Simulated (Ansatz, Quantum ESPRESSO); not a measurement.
## HfO2 (001), tetragonal: a film clamped to its substrate

A thin film takes the in-plane lattice of its substrate and is free along the normal. How do the free axis and the stress follow the misfit? The strained cell has c along the film normal; unstrained it is a = 3.5674 Å, b = 3.5674 Å, c = 5.1662 Å, α = 90.00°, β = 90.00°, γ = 90.00°, with 6 atoms. The symmetry of the cell is held, so distortions that would lower it, which this phase may prefer, aren't tested.

Calculated with Ansatz 0.2.0, PBEsol, PAW files of the set soft_1, cutoff 600 eV, Fermi–Dirac smearing 0.02 eV, k-mesh 8×8×6, no spin polarisation, no spin-orbit coupling.

Relaxed positions at 0 %:

```
atom       x       y       z
  Hf  0.0000  0.0000  0.0000
  Hf  0.5000  0.5000  0.5000
   O  0.0000  0.5000  0.2002
   O  0.0000  0.5000  0.7002
   O  0.5000  0.0000  0.2998
   O  0.5000  0.0000  0.7998
```

```
ε∥ (%)   a (Å)   c (Å)  ε⊥ (%)  σ (GPa, tension positive)
    −3  3.4604  5.2526   1.672                     −19.40
    −2  3.4960  5.2198   1.038                     −12.60
     0  3.5674  5.1662   0.000                       0.00
     1  3.6031  5.1441  −0.427                       5.76
     2  3.6387  5.1248  −0.801                      11.15
     3  3.6744  5.1074  −1.139                      16.20
```

**Question.** Fit both responses and give the free strain and the stress at −1 %, a row left out above.

Least squares with y = y0 + y1 ε + y2 ε² (ε in %) gives ε⊥ = 0.003 + (−0.4656) ε + (0.0292) ε² and σ = 0.00 + (5.935) ε + (−0.178) ε² GPa. The linear terms put the ratio of free to applied strain at −0.466 and the biaxial modulus at 593 GPa.

At −1 % the free strain comes out as 0.498 %. The run itself gives 0.485 %, so the estimate misses by 0.013 %; the fitted rows themselves lie up to 0.013 % off the law.

The stress comes out as −6.12 GPa. The run itself gives −6.12 GPa, so the estimate misses by 0.00 GPa, a rounding's worth.

With c as the unique axis, zero normal stress gives ε⊥/ε∥ = −2C13/C33 for relaxed atoms, so 2C13/C33 is about 0.47.

The negative ε² term means that the crystal stiffens in compression and softens in tension.

The same fit over all rows at other levels or in other programs gives the strain ratio = −0.444 with PBEsol (Quantum ESPRESSO, PseudoDojo) and −0.434 with PBEsol (Quantum ESPRESSO, GBRV).

[Logs are printed without paths, hosts, clocks, repeated set-up lines and the standing remarks that a program may print on its own settings, such as how far it seeks lower states.]
